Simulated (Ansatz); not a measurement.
## VBiO4 (I4_1/a): band gap by G0W0 on PBE

Aim: the quasiparticle gap of VBiO4 (I4_1/a), starting from PBE.

Program: Ansatz 0.2.0. Level of theory: PBE, then G0W0 on it, plane waves, PAW. Results are calculated unless marked as measured.

This is a report of a sequence of runs, with most program output left out.

In doubt: masses and optical values from hybrid runs of this build are listed as unsure (in some of the runs), which bears on the screening that GW takes from such a start.

## Step 1: Starting point

Symmetry: I4_1/a, No. 88, tetragonal system. The conventional cell has a = 5.122 Å, b = 5.122 Å, c = 11.592 Å, α = 90.00°, β = 90.00°, γ = 90.00°. Nearest to V lie 4 O at 1.73 Å. Nearest to Bi lie 8 O at 2.42 to 2.47 Å. Nearest to O lie 1 V at 1.73 Å and 2 Bi at 2.42 to 2.47 Å. Farther neighbours and most contacts between anions are not listed.

As a file:

```cif
data_structure
_symmetry_space_group_name_H-M 'P 1'
_symmetry_Int_Tables_number 1
_cell_length_a 6.8346
_cell_length_b 6.8346
_cell_length_c 6.8346
_cell_angle_alpha 135.986
_cell_angle_beta 135.986
_cell_angle_gamma 64.001
_cell_volume 152.07
loop_
_atom_site_label
_atom_site_type_symbol
_atom_site_fract_x
_atom_site_fract_y
_atom_site_fract_z
_atom_site_occupancy
V1 V 0.50000 0.50000 0.00000 1
V2 V 0.25000 0.75000 0.50000 1
Bi3 Bi 0.00000 0.00000 0.00000 1
Bi4 Bi 0.75000 0.25000 0.50000 1
O5 O 0.17085 0.56190 0.89101 1
O6 O 0.31190 0.92090 0.89105 1
O7 O 0.02984 0.42085 0.10895 1
O8 O 0.67090 0.27984 0.10899 1
O9 O 0.07910 0.97016 0.39101 1
O10 O 0.72016 0.82915 0.39105 1
O11 O 0.57915 0.68810 0.60899 1
O12 O 0.43810 0.32910 0.60895 1
```

The cell and positions are those that the Materials Project relaxed with its own functionals (PBE, PBE+U or r2SCAN), kept fixed. At the settings of the band run the largest force is still 0.12 eV/Å. Spin-orbit coupling is left out unless a step names it.

## Step 2: The PBE band structure

Levels along a band path and on the mesh show where this functional puts the band edges.

This step: DFT, PBE, plane waves, PAW; PAW set soft_1.

input.yaml

```yaml
crystal:
  lattice:
    - [-2.56105292, 2.56105292, 5.7960647]
    - [2.56105292, -2.56105292, 5.7960647]
    - [2.56105292, 2.56105292, -5.7960647]
  atoms:
    - { symbol: V, position: [0.5, 0.5, 0.0] }
    - { symbol: V, position: [0.25, 0.75, 0.5] }
    - { symbol: Bi, position: [0.0, 0.0, 0.0] }
    - { symbol: Bi, position: [0.75, 0.25, 0.5] }
    - { symbol: O, position: [0.17085109, 0.56190276, 0.89100626] }
    - { symbol: O, position: [0.31190276, 0.9208965, 0.89105167] }
    - { symbol: O, position: [0.02984483, 0.42085109, 0.10894833] }
    - { symbol: O, position: [0.6708965, 0.27984483, 0.10899374] }
    - { symbol: O, position: [0.0791035, 0.97015517, 0.39100626] }
    - { symbol: O, position: [0.72015517, 0.82914891, 0.39105167] }
    - { symbol: O, position: [0.57914891, 0.68809724, 0.60899374] }
    - { symbol: O, position: [0.43809724, 0.3291035, 0.60894833] }
kpoints:
  mp_grid: { grid: [6, 6, 6] }
  band_path:
    path:
      - [[0.0, 0.0, 0.0], [0.0, 0.0, 0.5], [0.25, 0.25, 0.25], [0.0, 0.5, 0.0], [0.0, 0.0, 0.0], [0.5, 0.5, -0.5], [0.29881021, 0.70118979, -0.29881021]]
      - [[-0.29881021, 0.29881021, 0.29881021], [0.0, 0.0, 0.0]]
      - [[0.0, 0.0, 0.5], [-0.09762042, 0.09762042, 0.5]]
      - [[0.5, 0.5, -0.09762042], [0.5, 0.5, -0.5]]
    npoints: 10
hamiltonian:
  xc: pbe
  pseudopotentials: { kind: paw, azcp: { folder: soft_1 } }
scf:
  occupations: { method: fermi_dirac, width: 0.02 }
  n_extra_bands: 8
output:
  eigenvalues: true
  forces: true
  stress: true
  write_density: true
  write_potential: true
  elf: true
  volumetric_format: npy
```

The run is started by

```sh
ansatz run input.yaml --threads 2 --pin off --max-ram 92160MiB --backend cuda --events-out ev --progress --plain --runs-dir out --devices 1 --max-vram 13GiB
```

The job ended after 18 s (1 × NVIDIA H100 80GB HBM3 (shared by 6 runs) with 2 threads of AMD EPYC 7R13 (Zen 3), shared host; peak memory 1.1 GiB; 22 s of CPU time).

Numbers from this step:

```
pressure             : 4.069 GPa
filled bands         : 52
gap                  : 2.108 eV
valence top at       : k = (0.000, 0.000, 0.350)
conduction bottom at : k = (0.167, -0.167, -0.333)
least direct gap     : 2.196 eV
```

Over mesh and path the gap is 2.108 eV, from k = (0.000, 0.000, 0.350) to k = (0.167, -0.167, -0.333). The least direct gap found is 2.196 eV, at k = (-0.239, 0.239, 0.239). The pressure in this cell is 4 GPa; the cell is kept.

The electronic bands at the labelled points (eV, zero at the top of the highest nominally filled band):

```tsv
point	band 49	band 50	band 51	band 52	band 53	band 54	band 55	band 56
Γ	-1.01	-0.74	-0.74	-0.52	2.33	2.79	3.04	3.31
halfway	-1.17	-1.05	-0.66	-0.16	2.50	2.58	2.69	3.01
X	-0.98	-0.98	-0.34	-0.34	2.72	2.72	2.96	2.96
halfway	-0.97	-0.97	-0.34	-0.34	2.71	2.71	2.96	2.96
P	-0.97	-0.97	-0.34	-0.34	2.71	2.71	2.95	2.95
halfway	-1.21	-0.94	-0.55	-0.13	2.26	2.72	2.93	3.04
N	-1.14	-1.03	-0.56	-0.17	2.11	2.54	2.95	2.96
halfway	-0.89	-0.86	-0.78	-0.46	2.37	2.70	2.85	2.99
Γ	-1.01	-0.74	-0.74	-0.52	2.33	2.79	3.04	3.31
halfway	-1.13	-0.78	-0.78	-0.69	2.48	2.83	2.94	3.31
M	-1.01	-1.01	-0.80	-0.80	2.87	2.87	2.95	2.95
halfway	-1.02	-0.86	-0.73	-0.70	2.66	2.68	2.97	2.98
S	-0.97	-0.95	-0.62	-0.39	2.23	2.52	2.97	3.05
jump to S0	-0.97	-0.95	-0.62	-0.39	2.23	2.52	2.97	3.05
halfway	-0.99	-0.92	-0.75	-0.29	2.32	2.71	2.81	2.85
Γ	-1.01	-0.74	-0.74	-0.52	2.33	2.79	3.04	3.31
jump to X	-0.98	-0.98	-0.34	-0.34	2.72	2.72	2.96	2.96
halfway	-1.04	-0.94	-0.35	-0.35	2.62	2.78	2.96	3.00
R	-1.09	-0.93	-0.38	-0.37	2.52	2.79	2.99	3.07
jump to G	-1.09	-0.93	-0.38	-0.37	2.52	2.79	2.99	3.07
halfway	-0.87	-0.87	-0.73	-0.59	2.47	2.80	2.98	2.98
M	-1.01	-1.01	-0.80	-0.80	2.87	2.87	2.95	2.95
```

Valence density in the ac plane of the conventional cell at fractional y = 0.500, with atoms of V and Bi within 0.2 Å of it. It is the smooth field of the valence electrons, not physical close to the nuclei.

Values in e/Å³, 24 rows by 14 columns, each cell a mean:
```
 0  0  0  0  0  2  8 10  4  1  0  0  0  0
 0  0  0  0  0  0  1  1  1  0  0  0  0  0
 0  0  0  0  0  0  0  0  0  0  0  0  0  0
 0  0  0  0  0  0  0  0  0  0  0  0  0  0
 3  1  0  0  0  0  0  0  0  0  0  0  1  3
13  6  1  0  0  0  0  0  0  0  0  0  3 10
10  4  1  1  0  0  0  0  0  0  0  1  2  8
 1  1  1  1  1  0  0  0  0  1  1  1  1  1
 0  0  0  1  1  0  0  0  0  0  1  1  0  0
 0  0  0  0  0  0  0  0  0  0  0  0  0  0
 0  0  0  0  0  1  3  3  2  1  0  0  0  0
 0  0  0  0  1  3  6  7  5  1  0  0  0  0
 0  0  0  0  1  3  5  6  4  1  0  0  0  0
 0  0  0  0  0  1  2  2  1  0  0  0  0  0
 0  0  0  0  0  0  0  0  0  0  0  0  0  0
 0  0  0  0  0  0  0  0  0  0  0  0  0  0
 3  2  1  0  0  0  0  0  0  0  0  0  1  3
 7  5  1  0  0  0  0  0  0  0  0  1  3  6
 6  4  1  0  0  0  0  0  0  0  0  1  3  5
 2  1  0  0  0  0  0  0  0  0  0  0  1  2
 0  0  0  0  0  0  0  0  0  0  0  0  0  0
 0  0  0  1  1  0  0  0  0  1  1  1  0  0
 0  0  0  1  1  1  2  3  1  1  1  1  0  0
 0  0  0  0  1  3 10 13  6  1  0  0  0  0
```
Columns run along a (5.1 Å), rows up along c (11.6 Å), edges of the conventional cell, whose origin can differ from the input's. Atoms in or near the plane, at fractional coordinates: V at (0.50, 0.00), V at (0.00, 0.75), Bi at (0.50, 0.50), Bi at (0.00, 0.25).

ELF in the ac plane of the conventional cell at fractional y = 0.500, with atoms of V and Bi within 0.2 Å of it. It is the smooth field of the valence electrons, not physical close to the nuclei.

Values, 24 rows by 14 columns, each cell a mean:
```
0.01 0.03 0.08 0.10 0.11 0.41 0.68 0.69 0.58 0.20 0.08 0.09 0.05 0.02
0.02 0.02 0.03 0.07 0.11 0.15 0.26 0.28 0.20 0.11 0.09 0.04 0.02 0.02
0.05 0.07 0.06 0.05 0.09 0.11 0.08 0.07 0.10 0.11 0.07 0.05 0.07 0.06
0.10 0.11 0.12 0.08 0.04 0.04 0.04 0.04 0.05 0.05 0.06 0.11 0.12 0.10
0.47 0.33 0.12 0.08 0.05 0.02 0.01 0.01 0.02 0.04 0.07 0.09 0.22 0.43
0.70 0.62 0.23 0.14 0.19 0.11 0.03 0.02 0.07 0.16 0.17 0.13 0.47 0.71
0.66 0.50 0.28 0.50 0.58 0.40 0.10 0.04 0.25 0.53 0.58 0.34 0.37 0.63
0.29 0.27 0.52 0.76 0.76 0.55 0.15 0.06 0.37 0.70 0.78 0.66 0.33 0.26
0.09 0.28 0.59 0.69 0.63 0.39 0.13 0.08 0.25 0.54 0.68 0.65 0.43 0.14
0.05 0.13 0.25 0.29 0.24 0.21 0.27 0.29 0.23 0.22 0.28 0.28 0.19 0.08
0.01 0.02 0.04 0.11 0.26 0.38 0.36 0.34 0.39 0.33 0.16 0.06 0.03 0.01
0.01 0.02 0.04 0.17 0.40 0.36 0.20 0.26 0.26 0.44 0.28 0.08 0.03 0.01
0.03 0.06 0.08 0.15 0.37 0.39 0.22 0.21 0.30 0.42 0.24 0.10 0.07 0.04
0.04 0.09 0.11 0.10 0.20 0.36 0.40 0.40 0.39 0.28 0.12 0.10 0.11 0.06
0.07 0.08 0.08 0.05 0.07 0.12 0.17 0.19 0.15 0.09 0.05 0.07 0.09 0.08
0.29 0.24 0.13 0.07 0.08 0.09 0.06 0.05 0.08 0.10 0.07 0.09 0.19 0.27
0.34 0.40 0.35 0.16 0.10 0.10 0.05 0.04 0.08 0.11 0.12 0.27 0.40 0.36
0.24 0.26 0.43 0.27 0.09 0.06 0.03 0.02 0.04 0.06 0.17 0.40 0.36 0.20
0.24 0.31 0.43 0.25 0.07 0.02 0.01 0.01 0.02 0.04 0.15 0.38 0.39 0.23
0.38 0.36 0.26 0.15 0.09 0.06 0.02 0.02 0.05 0.09 0.12 0.21 0.33 0.38
0.19 0.19 0.29 0.42 0.42 0.29 0.10 0.07 0.21 0.39 0.45 0.36 0.22 0.18
0.07 0.31 0.65 0.75 0.69 0.42 0.14 0.10 0.27 0.61 0.74 0.72 0.48 0.14
0.06 0.36 0.69 0.75 0.57 0.32 0.41 0.46 0.31 0.42 0.72 0.75 0.54 0.14
0.03 0.18 0.41 0.44 0.26 0.44 0.68 0.70 0.59 0.25 0.35 0.45 0.29 0.07
```
Columns run along a (5.1 Å), rows up along c (11.6 Å), edges of the conventional cell, whose origin can differ from the input's. Atoms in or near the plane, at fractional coordinates: V at (0.50, 0.00), V at (0.00, 0.75), Bi at (0.50, 0.50), Bi at (0.00, 0.25).

## Step 3: G0W0 on the 4×4×4 mesh

G0W0 replaces the xc potential by a self-energy built once from the orbitals of the start. Levels are corrected in the window of bands that the input names, at points of the mesh.

This step: G0W0 on PBE, plane waves, PAW; PAW set soft_1.

input.yaml, the sections that differ from step 2:

```yaml
kpoints:
  mp_grid: { grid: [4, 4, 4] }
scf:
  occupations: { method: fixed }
gw:
  n_empty_bands: 833
  ecut_chi: 180.0
  qp_bands: [v4, c4]
  qp_kpoints: band_edges
  screening: { model: contour_deformation }
# crystal, hamiltonian: as in step 2
# output: removed
```

Run time: 4.4 min. Hardware: 1 × NVIDIA H100 80GB HBM3 (shared by 6 runs) with 2 threads; peak memory 3.4 GiB; 7.5 min of CPU time.

This step gave:

| Property | Result |
| --- | --- |
| bands summed | 885 |
| RPA ε∞ on this mesh (eigenvalues) | 6.049, 7.249, 7.249 |
| plane waves in the screening matrix | 841 |
| q-points in the mesh | 64 |
| G0W0 gap over the corrected points | 3.557 eV |
| k of the valence top | 0, 0.25, 0.25 |
| k of the conduction bottom | 0, -0.5, 0 |
| starting gap on the mesh | 2.217 eV |
| Z at the valence top | 0.7321 |
| Z at the conduction bottom | 0.7140 |
| least direct G0W0 gap over the corrected points | 3.559 eV |

Over all 14 irreducible mesh points the G0W0 gap is 3.557 eV, from k = (0.000, 0.250, 0.250) to k = (0.000, -0.500, 0.000). The PBE gap of this run on the mesh is 2.217 eV. The two states that bound the G0W0 gap lie that far apart at the start, so the correction of the gap is 3.557 − 2.217 = +1.340 eV. The start of this run differs from the step before in mesh (6×6×6 and 4×4×4).

Labels follow the order of the start: v1 is the top filled band, c1 the lowest empty one; levels that stay degenerate share a row, the window can cut a multiplet, doubted levels are not marked in this list, bands outside the window were not corrected, and the list may be a part of the corrected levels. The levels before and after the correction (eV, zero at the valence-band top of each column):

```tsv
	conduction bottom	valence top
Kohn-Sham	2.22	0.00
G0W0	3.56	0.00
```

```tsv
	level	occupation	energy (eV)
Kohn-Sham	(0 0.25 0.25) v3	2	-0.879
Kohn-Sham	(0 0.25 0.25) v2	2	-0.430
Kohn-Sham	(0 0.25 0.25) v1	2	0.000
Kohn-Sham	(0 0.25 0.25) c1	0	2.323
Kohn-Sham	(0 0.25 0.25) c2	0	2.866
Kohn-Sham	(0 0.25 0.25) c3	0	3.047
Kohn-Sham	(0 -0.5 0) v3	2	-0.929
Kohn-Sham	(0 -0.5 0) v2	2	-0.459
Kohn-Sham	(0 -0.5 0) v1	2	-0.066
Kohn-Sham	(0 -0.5 0) c1	0	2.217
Kohn-Sham	(0 -0.5 0) c2	0	2.647
Kohn-Sham	(0 -0.5 0) c3	0	3.051
G0W0	(0 0.25 0.25) v3	2	-0.941
G0W0	(0 0.25 0.25) v2	2	-0.451
G0W0	(0 0.25 0.25) v1	2	0.000
G0W0	(0 0.25 0.25) c1	0	3.658
G0W0	(0 0.25 0.25) c2	0	4.241
G0W0	(0 0.25 0.25) c3	0	4.394
G0W0	(0 -0.5 0) v3	2	-0.986
G0W0	(0 -0.5 0) v2	2	-0.454
G0W0	(0 -0.5 0) v1	2	-0.061
G0W0	(0 -0.5 0) c1	0	3.557
G0W0	(0 -0.5 0) c2	0	3.979
G0W0	(0 -0.5 0) c3	0	4.429
```

The parts of the quasiparticle energy for the two states that bound the G0W0 gap, in eV on the run's own scale (QP = start + Σx + Σc − Vxc, with Σc at the quasiparticle energy):

```tsv
edge	k	band	start	Σx	Σc	Vxc	Z	QP
valence top	(0.000, 0.250, 0.250)	52	8.799	−24.611	3.045	−21.222	0.732	8.454
conduction bottom	(0.000, -0.500, 0.000)	53	11.016	−15.747	−6.146	−22.888	0.714	12.011
```

## Step 4: Spin-orbit coupling

This run has two-component orbitals with spin-orbit coupling.

This step: DFT, PBE with spin-orbit coupling, plane waves, PAW; PAW set soft_1.

input.yaml, as its differences from that of step 3:

```diff
@@ -19,13 +19,29 @@
 kpoints:
-  mp_grid: { grid: [4, 4, 4] }
+  mp_grid: { grid: [6, 6, 6] }
+  band_path:
+    path:
+      - [0.0, 0.0, 0.0]
+      - [0.0, 0.0, 0.5]
+      - [0.25, 0.25, 0.25]
+      - [0.0, 0.5, 0.0]
+      - [0.5, 0.5, -0.5]
+      - [0.29881021, 0.70118979, -0.29881021]
+      - [-0.29881021, 0.29881021, 0.29881021]
+      - [-0.09762042, 0.09762042, 0.5]
+      - [0.0, 0.0, 0.35]
+      - [0.1666666667, -0.1666666667, -0.3333333333]
+      - [-0.239048168, 0.239048168, 0.239048168]
+    npoints: 1
 hamiltonian:
   xc: pbe
-  pseudopotentials: { kind: paw, azcp: { folder: soft_1 } }
+  pseudopotentials: { kind: paw_fr, azcp: { folder: soft_1 } }
 scf:
   occupations: { method: fixed }
-gw:
-  n_empty_bands: 833
-  ecut_chi: 180.0
-  qp_bands: [v4, c4]
-  qp_kpoints: band_edges
-  screening: { model: contour_deformation }
+  n_extra_bands: 16
+magnetization:
+  noncollinear: true
+  spin_orbit: true
+output:
+  eigenvalues: true
+  forces: true
+  stress: true
```

It took 17 s on 1 × NVIDIA H100 80GB HBM3 (shared by 6 runs) with 2 threads; peak memory 1.2 GiB.

Numbers from this step:

- pressure: 4.369 GPa
- gap: 1.974 eV
- valence top at: k = (0.000, 0.000, 0.350)
- conduction bottom at: k = (0.167, -0.167, -0.333)
- least direct gap: 2.068 eV

Over mesh and listed points the gap is 1.974 eV, from k = (0.000, 0.000, 0.350) to k = (0.167, -0.167, -0.333). The least direct gap found is 2.068 eV, at k = (-0.239, 0.239, 0.239). The pressure in this cell is 4 GPa; the cell is kept. PBE+SOC against PBE: 1.974 − 2.108 = −0.134 eV, with the same mesh, set of files (read in its fully relativistic form for the spin-orbit run) and cutoff, and both edges at the same k points. The spin-orbit run sees mesh and listed points alone, so its gap is an upper bound: the coupling can move an edge off these points, and the change over the zone, its sign included where it is small, is not known.

## Step 5: Side by side

Each gap is the least one over the points named; times are wall times on shared hosts, not benchmarks. A G0W0 time includes the run's own self-consistent start. Runs with listed points see these and the mesh alone, so an edge that moves elsewhere is missed. Rows marked * are further runs, not shown as steps, whose inputs differ from the G0W0 step on the same start in the columns given; solver thresholds can differ too.

```tsv
level	mesh	files, cutoff	bands summed, screening	points	gap (eV)	valence top	conduction bottom	least direct gap (eV)	time
PBE	6×6×6	soft_1 PAW, 420 eV	-	mesh and path	2.108	(0.000, 0.000, 0.350)	(0.167, -0.167, -0.333)	2.196	18 s
PBE+SOC	6×6×6	soft_1 PAW, 420 eV	-	mesh and listed points	1.974	(0.000, 0.000, 0.350)	(0.167, -0.167, -0.333)	2.068	17 s
G0W0@PBE*	4×4×4	soft_1 PAW, 420 eV	189, 54 eV	all 14 irreducible mesh points	3.622	(0.250, -0.250, 0.250)	(0.000, -0.500, 0.000)	3.623	24 s
G0W0@PBE*	4×4×4	soft_1 PAW, 420 eV	439, 108 eV	all 14 irreducible mesh points	3.492	(0.000, 0.250, 0.250)	(0.000, -0.500, 0.000)	3.493	55 s
G0W0@PBE	4×4×4	soft_1 PAW, 420 eV	885, 180 eV	all 14 irreducible mesh points	3.557	(0.000, 0.250, 0.250)	(0.000, -0.500, 0.000)	3.559	4.4 min
G0W0@PBE*	4×4×4	soft_1 PAW, 420 eV	885, 180 eV, plasmon pole	all 14 irreducible mesh points	3.570	(0.000, 0.250, 0.250)	(0.000, -0.500, 0.000)	3.571	6.1 min
```

## Step 6: Results

```json
{"PBE gap over mesh and path": "2.108 eV, from k = (0.000, 0.000, 0.350) to k = (0.167, -0.167, -0.333)", "G0W0@PBE gap over all 14 irreducible mesh points": "3.557 eV, from k = (0.000, 0.250, 0.250) to k = (0.000, -0.500, 0.000)", "PBE+SOC gap over mesh and listed points": "1.974 eV", "GW settings": "4×4×4 mesh, 833 empty bands, screening to 180 eV, PAW set soft_1 files", "known limits": "finite bands, screening cutoff and k mesh; no spin-orbit coupling in G0W0; no spin polarisation"}
```

In words: Over all 14 irreducible mesh points the G0W0 gap is 3.557 eV, from k = (0.000, 0.250, 0.250) to k = (0.000, -0.500, 0.000). The PBE gap of this run on the mesh is 2.217 eV. The two states that bound the G0W0 gap lie that far apart at the start, so the correction of the gap is 3.557 − 2.217 = +1.340 eV. The valence state moves by 8.454 − 8.799 = −0.345 eV and the conduction state by 12.011 − 11.016 = +0.995 eV, on the run's own scale; how far single levels stand from their limit in bands is not shown. Over mesh and path, PBE puts the valence top at k = (0.000, 0.000, 0.350) and conduction bottom at k = (0.167, -0.167, -0.333), where no G0W0 correction was computed. The G0W0 gap over the whole zone is therefore not known from this run; at its settings it can only be equal to or under the 3.557 eV found, and no correction is carried over from another point. For the start itself the gap is 2.108 eV over mesh and path and 2.217 eV on the mesh of the G0W0 run, in runs that differ in mesh (6×6×6 and 4×4×4). From 189 bands and 54 eV to 885 bands and 180 eV the gap moves by 3.557 − 3.622 = −0.065 eV (rung by rung 3.622, 3.492, 3.557 eV); bands and screening cutoff rise together, so their parts are not told apart. The states that bound the gap change along the series, so no limit is drawn and it is not known. With the plasmon pole model in place of the contour deformation model and all else as in the G0W0@PBE row with 885 bands, the gap differs by 3.570 − 3.557 = +0.013 eV. G0W0 on other starts in this series, not shown as steps and not all at these settings: 3.735 eV on HSE06 (4×4×4, soft_1 PAW, 885 bands, 180 eV). PBE+SOC against PBE: 1.974 − 2.108 = −0.134 eV, with the same mesh, set of files (read in its fully relativistic form for the spin-orbit run) and cutoff, and both edges at the same k points. The spin-orbit run sees mesh and listed points alone, so its gap is an upper bound: the coupling can move an edge off these points, and the change over the zone, its sign included where it is small, is not known. What spin-orbit coupling does to the G0W0 levels was not computed, so no sum with the G0W0 gap is formed. The G0W0 runs are scalar-relativistic. The runs have no spin polarisation, and the cell holds V; whether a magnetic state lies lower is not shown here. Where d states form a band edge, one-shot GW is known to depend on its start; the orbital character of the edges was not analysed here. No pair of G0W0 runs that differ in the mesh alone is shown (4×4×4 is a supercell whose nearest images lie 20 Å apart), so the error from the mesh is not known here. G0W0@PBE runs of this series with other atomic data on the same mesh, not shown as steps, give 3.502 eV (hard PAW, 930 eV, 1296 bands, screening to 234 eV); where bands and cutoffs differ too, the part of the files is not isolated.

[Paths, hosts, dates, memory and timing lines, banners, echoed tables and standing remarks are left out of the program output.]

[Logs are printed without paths, hosts, clocks, repeated set-up lines and the standing remarks that a program may print on its own settings, such as how far it seeks lower states.]

[Runs of the session that timed out or met a known fault of the program may be left out.]

[Cells called generated may have been cut or substituted from an entry of the Crystallography Open Database or the Materials Project.]

[Hosts, paths, dates, database ids (printed as entryN), source tags and the programs' standing remarks are cut or masked in the printed files.]

[Where an RPA ε∞ is given, it is that of the G0W0 mesh and is not shown converged in it. Names of k-points follow the symmetry that the program found, which can be lower than the space group named. Band edges on a path are those of the sampled points; other points can move an edge, and change direct to indirect where valleys lie close.]

[Hybrid gaps are those of their k-mesh and are not shown converged in it.]
